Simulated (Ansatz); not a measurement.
# BePd3C (built on the sites of a database entry of CaPd3C): a soft mode frozen in, part 2 of 3

Wanted: the energy along a soft mode of BePd3C (built on the sites of a database entry of CaPd3C) and the structure at the end.

Ansatz 0.2.0; DFT PBEsol, scalar-relativistic, plane waves, PAW.

So far, highest frequency on the path or at a solved wavevector (cm⁻¹): step 2 (phonons on a q mesh) 710. Also lowest frequency on the path (cm⁻¹): step 2 -132.

The structure was built from a prototype and need not be the compound's stable phase.

## 4. The mode frozen in, largest atomic shift 0.32 Å

The atoms are moved along the unstable eigenvector, the largest shift by 0.32 Å, with the cell fixed.

input.yaml reads:

```yaml
crystal:
  lattice:
    - [4.0156977755, 0.0, 0.0]
    - [0.0, 4.0156977755, 0.0]
    - [0.0, 0.0, 4.0156977755]
  atoms:
    - { symbol: Be, position: [0.0, 0.0563474102, 0.0563474102] }
    - { symbol: Pd, position: [0.0, 0.4958158346, 0.4958158346] }
    - { symbol: Pd, position: [0.5, 0.4958158346, 0.0027579771] }
    - { symbol: Pd, position: [0.5, 0.0027579771, 0.4958158346] }
    - { symbol: C, position: [0.5, 0.5074299101, 0.5074299101] }
kpoints:
  mp_grid: { grid: [12, 12, 12] }
hamiltonian:
  xc: pbesol
scf:
  occupations: { method: methfessel_paxton, width: 0.2 }
output:
  forces: true
  stress: true
  eigenvalues: true
  write_density: true
  write_potential: true
  elf: true
  volumetric_format: npy
```

Command:

```
$ ansatz run input.yaml --threads 4 --pin off --max-ram 14336MiB --backend cpu --events-out ev --progress --plain --runs-dir out
```

Numbers of over 12 decimals in the logs are rounded to 6 here.

Output:

```text
[...]
Crystal: 5 atoms, lattice volume = 64.756 Å³
Basis set: ecut = 420 eV, 1309 PW (Γ), exchange–correlation on 54×54×54 points (8 copies of the dense FFT grid, shifted against one another)
Bands: 36, of which v1, the nominal top of the filled ones, is band 30 counted from 1 (29 counted from 0)
Symmetry: 4 space group operations
[...]
k-points: 301 of 1728 (time reversal used)
[...]
k-point 0: bands = [... 26 lower, 13.3881, 14.7852, 14.7983, 14.8021, 14.8886, 18.4916, 18.5460, 18.5927, ... 2 higher]
  k-point 1: bands = [... 26 lower, 13.6927, 14.7873, 14.8439, 14.8958, 14.9030, 18.4012, 18.5796, 18.7262, ... 2 higher]
  k-point 2: bands = [... 26 lower, 13.9216, 14.7150, 14.7879, 15.1533, 15.1590, 18.3168, 18.8296, 18.9879, ... 2 higher]
  k-point 300: bands = [... 26 lower, 14.6726, 14.6943, 14.7537, 14.7771, 14.8124, 18.1000, 18.1386, 18.1627, ... 2 higher]
[key lines of the parts left out:]
SCF converged after 7 iterations
Free energy (F): -21055.868862 eV
Fermi energy:    15.929195 eV
P = ⅓ Tr σ = 1.2615 GPa (12.615 kbar)
```

Elapsed: 23 s, on 4 threads of Arm Neoverse V1, shared host; peak memory 0.73 GiB; 90 s of CPU time.

This step gave:

| Item | Value |
| --- | --- |
| pressure | 1.261 GPa |
| energy from the undistorted cell | -2.523 meV/atom |

The energy, extrapolated to zero smearing, is -2.52 meV/atom against the undistorted cell.

The run ends at a pressure of 1.26 GPa, with forces up to 0.081 eV/Å.

## 5. Energy along the mode, all amplitudes (two of the runs are shown above)

An imaginary frequency means negative curvature, so the energy should fall and then rise again as anharmonic terms take over.

This step gave:

- depth at the lowest point sampled: 2.523 meV/atom
- largest atomic shift at that point: 0.32 Å

Energy from the parent against largest atomic shift:

| largest atomic shift (Å) | energy from the parent (meV/atom) |
| --- | --- |
| 0.000 | 0 |
| 0.040 | -0.072 |
| 0.080 | -0.283 |
| 0.140 | -0.816 |
| 0.220 | -1.74 |
| 0.320 | -2.52 |
| 0.450 | -0.499 |
| 0.600 | 13.1 |

Displacement at unit largest shift by atom:

| atom | x (Å) | y (Å) | z (Å) | size |
| --- | --- | --- | --- | --- |
| Be1 | 0.000 | 0.707 | 0.707 | 1.000 |
| Pd2 | 0.000 | -0.053 | -0.053 | 0.075 |
| Pd3 | 0.000 | -0.053 | 0.035 | 0.064 |
| Pd4 | 0.000 | 0.035 | -0.053 | 0.064 |
| C5 | 0.000 | 0.093 | 0.093 | 0.132 |

The lowest of the steps tried is at 0.32 Å, 2.52 meV/atom below the parent; the bottom of the well need not coincide with a step.

## 6. Relaxing from the distorted cell

Starting from the lowest point found, all atoms and the cell are let go, so that strain and other modes of the same symmetry can join in.

input.yaml: that of step 4 with these lines changed.

```diff
@@ -21,5 +21,6 @@
   eigenvalues: true
-  write_density: true
-  write_potential: true
-  elf: true
-  volumetric_format: npy
+relax:
+  adjacent_minimum: "off"
+  f_tol: 0.002
+  max_steps: 120
+  cell: { stress_tol: 0.03 }
```

Output:

```text
[...]
Crystal: 5 atoms, lattice volume = 64.756 Å³
Basis set: ecut = 420 eV, 1309 PW (Γ), exchange–correlation on 54×54×54 points (8 copies of the dense FFT grid, shifted against one another)
Bands: 36, of which v1, the nominal top of the filled ones, is band 30 counted from 1 (29 counted from 0)
Symmetry: 4 space group operations
[...]
k-points: 301 of 1728 (time reversal used)
[...]
SCF iter   1: F=—  HF=-21055.878605 eV  |F-HF|=—  |Δ(HF+E_count)|=         —  Δρ=7.80e-3  dr2=3.18e-2  ethr=1.77e-3  ⟨swp⟩=5.2  Hψ=42871  notcnv=0
[...]
SCF iter   7: F=-21055.868862 eV  HF=-21055.868862 eV  |F-HF|=9.68e-9  |Δ(HF+E_count)|=   3.19e-8  S|Δr|=    0.00e0  Δρ=5.06e-6  dr2=1.61e-8  ethr=1.67e-10  ⟨swp⟩=7.8  Hψ=40040  notcnv=0
SCF 1 converged in 7 iterations: F = -21055.868862 eV  dr2 = 1.61e-8
[...]
relax step   1: F+E_penalty+E_count = -21055.86886216 eV  Δ(F+E_penalty+E_count) = +0.000e0 eV  max|allowed force component| = 6.600e-2 eV/Å  Δτ_max = 0.0000 Å  P = +1.261 GPa  Ω = 64.756 Å³  (7 SCF iters, dr2 threshold 1.00e-7 eV, accepted)
Crystal: 5 atoms, lattice volume = 65.215 Å³
Basis set: ecut = 420 eV, 1301 PW (Γ), exchange–correlation on 54×54×54 points (8 copies of the dense FFT grid, shifted against one another)
[...]
SCF iter   5: F=-21055.872598 eV  HF=-21055.872599 eV  |F-HF|=1.83e-7  |Δ(HF+E_count)|=   9.34e-7  S|Δr|=    0.00e0  Δρ=1.59e-5  dr2=2.93e-7  ethr=8.33e-10  ⟨swp⟩=5.0  Hψ=41673  notcnv=0
SCF 2 converged in 5 iterations: F = -21055.872598 eV  dr2 = 2.93e-7
relax step   2: F+E_penalty+E_count = -21055.87259843 eV  Δ(F+E_penalty+E_count) = -3.736e-3 eV  max|allowed force component| = 4.970e-2 eV/Å  Δτ_max = 0.0077 Å  P = -0.051 GPa  Ω = 65.215 Å³  energy of the carried Pulay correction = -3.773e-4 eV  (5 SCF iters, dr2 threshold 5.00e-7 eV, accepted)
Crystal: 5 atoms, lattice volume = 65.520 Å³
Basis set: ecut = 420 eV, 1289 PW (Γ), exchange–correlation on 54×54×54 points (8 copies of the dense FFT grid, shifted against one another)
[...]
SCF iter   6: F=-21055.877728 eV  HF=-21055.877728 eV  |F-HF|=4.66e-8  |Δ(HF+E_count)|=   2.61e-7  S|Δr|=    0.00e0  Δρ=1.22e-5  dr2=7.97e-8  ethr=8.33e-10  ⟨swp⟩=4.6  Hψ=37353  notcnv=0
SCF 3 converged in 6 iterations: F = -21055.877728 eV  dr2 = 7.97e-8
relax step   3: F+E_penalty+E_count = -21055.87772835 eV  Δ(F+E_penalty+E_count) = -5.130e-3 eV  max|allowed force component| = 8.410e-2 eV/Å  Δτ_max = 0.0262 Å  P = -0.660 GPa  Ω = 65.520 Å³  energy of the carried Pulay correction = -6.260e-4 eV  (6 SCF iters, dr2 threshold 5.00e-7 eV, accepted)
[... from here on, the SCF cycles and remarks between the steps are left out ...]
relax step   4: F+E_penalty+E_count = -21055.85675475 eV  Δ(F+E_penalty+E_count) = +2.097e-2 eV  max|allowed force component| = 4.529e-1 eV/Å  Δτ_max = 0.1563 Å  P = -0.806 GPa  Ω = 66.382 Å³  energy of the carried Pulay correction = -1.325e-3 eV  (7 SCF iters, dr2 threshold 5.00e-7 eV, rejected (line search))
relax step   5: F+E_penalty+E_count = -21055.88481048 eV  Δ(F+E_penalty+E_count) = -7.082e-3 eV  max|allowed force component| = 4.843e-2 eV/Å  Δτ_max = 0.0989 Å  P = -0.622 GPa  Ω = 65.884 Å³  energy of the carried Pulay correction = -9.227e-4 eV  (10 SCF iters, accepted)
relax step   6: F+E_penalty+E_count = -21055.88658497 eV  Δ(F+E_penalty+E_count) = -1.774e-3 eV  max|allowed force component| = 3.378e-2 eV/Å  Δτ_max = 0.0361 Å  P = -0.202 GPa  Ω = 65.899 Å³  energy of the carried Pulay correction = -9.346e-4 eV  (5 SCF iters, dr2 threshold 5.00e-7 eV, accepted)
relax step   7: F+E_penalty+E_count = -21055.88769695 eV  Δ(F+E_penalty+E_count) = -1.112e-3 eV  max|allowed force component| = 1.012e-2 eV/Å  Δτ_max = 0.0311 Å  P = -0.029 GPa  Ω = 65.699 Å³  energy of the carried Pulay correction = -7.724e-4 eV  (6 SCF iters, dr2 threshold 3.06e-7 eV, accepted)
relax step   8: F+E_penalty+E_count = -21055.88773181 eV  Δ(F+E_penalty+E_count) = -3.485e-5 eV  max|allowed force component| = 5.326e-3 eV/Å  Δτ_max = 0.0012 Å  P = +0.024 GPa  Ω = 65.685 Å³  energy of the carried Pulay correction = -7.609e-4 eV  (4 SCF iters, dr2 threshold 1.77e-8 eV, accepted)
relax step   9: F+E_penalty+E_count = -21055.88772775 eV  Δ(F+E_penalty+E_count) = +4.057e-6 eV  max|allowed force component| = 6.798e-5 eV/Å  Δτ_max = 0.0003 Å  P = +0.000 GPa  Ω = 65.693 Å³  energy of the carried Pulay correction = -7.677e-4 eV  (4 SCF iters, dr2 threshold 2.73e-9 eV, accepted)
relax step  10: F+E_penalty+E_count = -21055.88913140 eV  Δ(F+E_penalty+E_count) = -1.404e-3 eV  max|allowed force component| = 2.780e-4 eV/Å  Δτ_max = 0.0000 Å  P = +0.030 GPa  Ω = 65.693 Å³  stress off target by 8.70e-2 GPa  SCF on the basis re-selected at this cell (its energy is not comparable with the rows above)  (6 SCF iters)
relax step  11: F+E_penalty+E_count = -21055.88913623 eV  Δ(F+E_penalty+E_count) = -4.828e-6 eV  max|allowed force component| = 5.777e-4 eV/Å  Δτ_max = 0.0026 Å  P = -0.001 GPa  Ω = 65.715 Å³  energy of the carried Pulay correction = -1.742e-5 eV  (5 SCF iters, dr2 threshold 1.89e-8 eV, accepted)
[...]
SCF iter   5: F=-21055.889155 eV  HF=-21055.889155 eV  |F-HF|=7.28e-12  |Δ(HF+E_count)|=  7.28e-12  S|Δr|=    0.00e0  Δρ=8.87e-8  dr2=6.94e-12  ethr=1.00e-12  ⟨swp⟩=4.1  Hψ=46459  notcnv=0
SCF 12 converged in 5 iterations: F = -21055.889155 eV  dr2 = 6.94e-12
relax step  12: F+E_penalty+E_count = -21055.88915518 eV  Δ(F+E_penalty+E_count) = -1.895e-5 eV  max|allowed force component| = 5.731e-4 eV/Å  Δτ_max = 0.0000 Å  P = -0.001 GPa  Ω = 65.715 Å³  stress off target by 7.63e-3 GPa  SCF on the basis re-selected at this cell (its energy is not comparable with the rows above)  (5 SCF iters)
[...]
SCF converged after 5 iterations
[...]
Free energy (F): -21055.889155 eV
[...]
Internal energy: -21055.888857 eV  (E = F + TS)
E sigma→0 (E₀):  -21055.889081 eV
Entropy (-TS):   -0.000298 eV (-0.060 meV/atom)
Fermi energy:    15.597594 eV
[...]
--- Forces (eV/Å), atoms counted from 1 ---
  atom   1  Be    -0.00000000     0.00021721     0.00021721
  atom   2  Pd    -0.00000000    -0.00001764    -0.00001764
  atom   3  Pd    -0.00000000    -0.00050841    -0.00026270
  atom   4  Pd     0.00000000    -0.00026270    -0.00050841
  atom   5  C      0.00000000     0.00057343     0.00057343
  max |Σ_I F_I| component: 1.89e-6 eV/Å
--- Stress (GPa, compression-positive) ---
        0.000364       0.000000      -0.000000
        0.000000      -0.001466       0.006165
       -0.000000       0.006165      -0.001466
  P = ⅓ Tr σ = -0.0009 GPa (-0.009 kbar)
--- Band table (eV; the first three rows and the last of 301) ---
  k-point 0: bands = [... 26 lower, 13.2808, 14.3505, 14.4232, 14.4465, 14.6336, 18.4006, 18.5188, 18.6058, ... 2 higher]
  k-point 1: bands = [... 26 lower, 13.4234, 14.3926, 14.4313, 14.5399, 14.6487, 18.3154, 18.4811, 18.7168, ... 2 higher]
  k-point 2: bands = [... 26 lower, 13.6404, 14.3402, 14.4325, 14.7982, 14.8227, 18.1436, 18.7103, 18.9397, ... 2 higher]
  k-point 300: bands = [... 26 lower, 14.3223, 14.4066, 14.4852, 14.6871, 14.6895, 17.3706, 17.4581, 18.1170, ... 2 higher]
--- Relaxed structure (10 steps of the walk, 9 accepted, 2 SCFs on fresh bases) ---
  F+E_penalty+E_count = -21055.88915518 eV   max|allowed force component| = 5.731e-4 eV/Å   (the final SCF, on the basis selected at the relaxed cell)
  cell:  # Å, volume = 65.7152 Å³
    - [4.021119, 0, 0]
    - [0, 4.045185, 0.144919]
    - [0, 0.144919, 4.045185]
  atoms:
    - { symbol: Be, position: [0.0, 0.081298, 0.081298] }
    - { symbol: Pd, position: [0.0, 0.491613, 0.491613] }
    - { symbol: Pd, position: [0.5, 0.485570, -0.00274347] }
    - { symbol: Pd, position: [0.5, -0.00274347, 0.485570] }
    - { symbol: C, position: [0.5, 0.502429, 0.502429] }
```

The job ended after 3.8 min (4 threads; peak memory 0.78 GiB).

Relaxation path:

| step | energy less that of the first step (eV) | largest force component (eV/Å) | pressure (GPa) | volume (Å³) |
| --- | --- | --- | --- | --- |
| 1 | 0.0000 | 0.0660 | 1.26 | 64.76 |
| 2 | -0.0037 | 0.0497 | -0.05 | 65.22 |
| 3 | -0.0089 | 0.0841 | -0.66 | 65.52 |
| 4 | 0.0121 | 0.4529 | -0.81 | 66.38 |
| 5 | -0.0159 | 0.0484 | -0.62 | 65.88 |
| 6 | -0.0177 | 0.0338 | -0.20 | 65.90 |
| 7 | -0.0188 | 0.0101 | -0.03 | 65.70 |
| 8 | -0.0189 | 0.0053 | 0.02 | 65.69 |
| 9 | -0.0189 | 0.0001 | 0.00 | 65.69 |
| 10* | -0.0203 | 0.0003 | 0.03 | 65.69 |
| 11 | -0.0203 | 0.0006 | 0.00 | 65.72 |
| 12* | -0.0203 | 0.0006 | 0.00 | 65.72 |

Relaxation steps marked * repeat the geometry before them on a plane-wave basis chosen anew for their cell, so energy and pressure can jump there. Relaxation step 4 was tried and not accepted.

The run keeps the 4 symmetry operations that it works with, so distortions that break them were not tested.

| conventional cell, symmetrised | before | after | change |
| --- | --- | --- | --- |
| a (Å) | 4.016 | 4.021 | +0.1 % |
| b (Å) | 5.679 | 5.516 | -2.9 % |
| c (Å) | 5.679 | 5.926 | +4.3 % |
| volume (Å³/atom) | 12.95 | 13.14 | +1.5 % |

The atoms that moved most (Å, as changes of fractional coordinates times the final cell):

| atom | dx | dy | dz | length |
| --- | --- | --- | --- | --- |
| Be1 | 0.000 | 0.105 | 0.105 | 0.148 |
| Pd3 | 0.000 | -0.042 | -0.024 | 0.048 |
| Pd4 | 0.000 | -0.024 | -0.042 | 0.048 |
| C5 | 0.000 | -0.021 | -0.021 | 0.030 |
| Pd2 | 0.000 | -0.018 | -0.018 | 0.025 |

Final coordinates:

```xyz
5
Lattice="4.0211 0.0000 0.0000 0.0000 4.0452 0.1449 0.0000 0.1449 4.0452" Properties=species:S:1:pos:R:3 pbc="T T T"
Be    0.0000    0.3406    0.3406
Pd    0.0000    2.0599    2.0599
Pd    2.0106    1.9638    0.0593
Pd    2.0106    0.0593    1.9638
C     2.0106    2.1052    2.1052
```

This step gave:

* pressure: -8.56e-4 GPa
* volume per atom: 13.14 Å³

The distorted start has space group Amm2; the relaxation ends in Amm2.

## 7. The new phase in its own primitive cell

The relaxed structure is symmetrised, reduced to its primitive cell and relaxed tightly, as its phonons need.

input.yaml reads:

```yaml
crystal:
  lattice:
    - [4.0211192604, 0.0, 0.0]
    - [0.0, 2.7579042181, 2.9628509243]
    - [0.0, -2.7579042181, 2.9628509243]
  atoms:
    - { symbol: Be, position: [0.0, 0.0812984599, 0.0812984599] }
    - { symbol: Pd, position: [0.0, 0.491612858, 0.491612858] }
    - { symbol: Pd, position: [0.5, 0.485570397, 0.9972565336] }
    - { symbol: Pd, position: [0.5, 0.9972565336, 0.485570397] }
    - { symbol: C, position: [0.5, 0.5024287182, 0.5024287182] }
kpoints:
  mp_grid: { grid: [10, 10, 10] }
hamiltonian:
  xc: pbesol
scf:
  occupations: { method: methfessel_paxton, width: 0.2 }
output:
  forces: true
  stress: true
  eigenvalues: true
relax:
  adjacent_minimum: "off"
  f_tol: 0.001
  max_steps: 60
  cell: { stress_tol: 0.01 }
```

Output:

```text
[...]
Crystal: 5 atoms, lattice volume = 65.715 Å³
Basis set: ecut = 420 eV, 1289 PW (Γ), exchange–correlation on 54×60×60 points (8 copies of the dense FFT grid, shifted against one another)
Bands: 36, of which v1, the nominal top of the filled ones, is band 30 counted from 1 (29 counted from 0)
Symmetry: 4 space group operations
[...]
k-points: 186 of 1000 (time reversal used)
[...]
cell:  # Å, volume = 65.7072 Å³
    - [4.021192, 0.0, 0.0]
    - [0.0, 2.756121, 2.964353]
    - [0.0, -2.756121, 2.964353]
  atoms:
    - { symbol: Be, position: [0.0, 0.081256, 0.081256] }
    - { symbol: Pd, position: [0.0, 0.491576, 0.491576] }
    - { symbol: Pd, position: [0.5, 0.485666, 0.997254] }
    - { symbol: Pd, position: [0.5, 0.997254, 0.485666] }
    - { symbol: C, position: [0.5, 0.502415, 0.502415] }
[key lines of the parts left out:]
SCF converged after 4 iterations
Free energy (F): -21055.890454 eV
Fermi energy:    15.594140 eV
P = ⅓ Tr σ = 0.0003 GPa (0.003 kbar)
```

Elapsed: 53 s, on 4 threads; peak memory 0.61 GiB.

Little changed from the start: no atom moved by 0.005 Å and no cell edge by 0.1 %.

Numbers from this step:

| Item | Value |
| --- | --- |
| pressure | 2.50e-4 GPa |

The largest force component left is 0.99 meV/Å and the pressure is 0.000 GPa, within the tolerances set. The cell now holds 13.14 Å³/atom.

(Part 2 of 3 ends here.)

[Logs are printed without paths, hosts, clocks, repeated set-up lines and the standing remarks that a program may print on its own settings, such as how far it seeks lower states.]

[Hosts, paths, dates, database ids (printed as entryN), source tags and the programs' standing remarks are cut or masked in the printed files.]
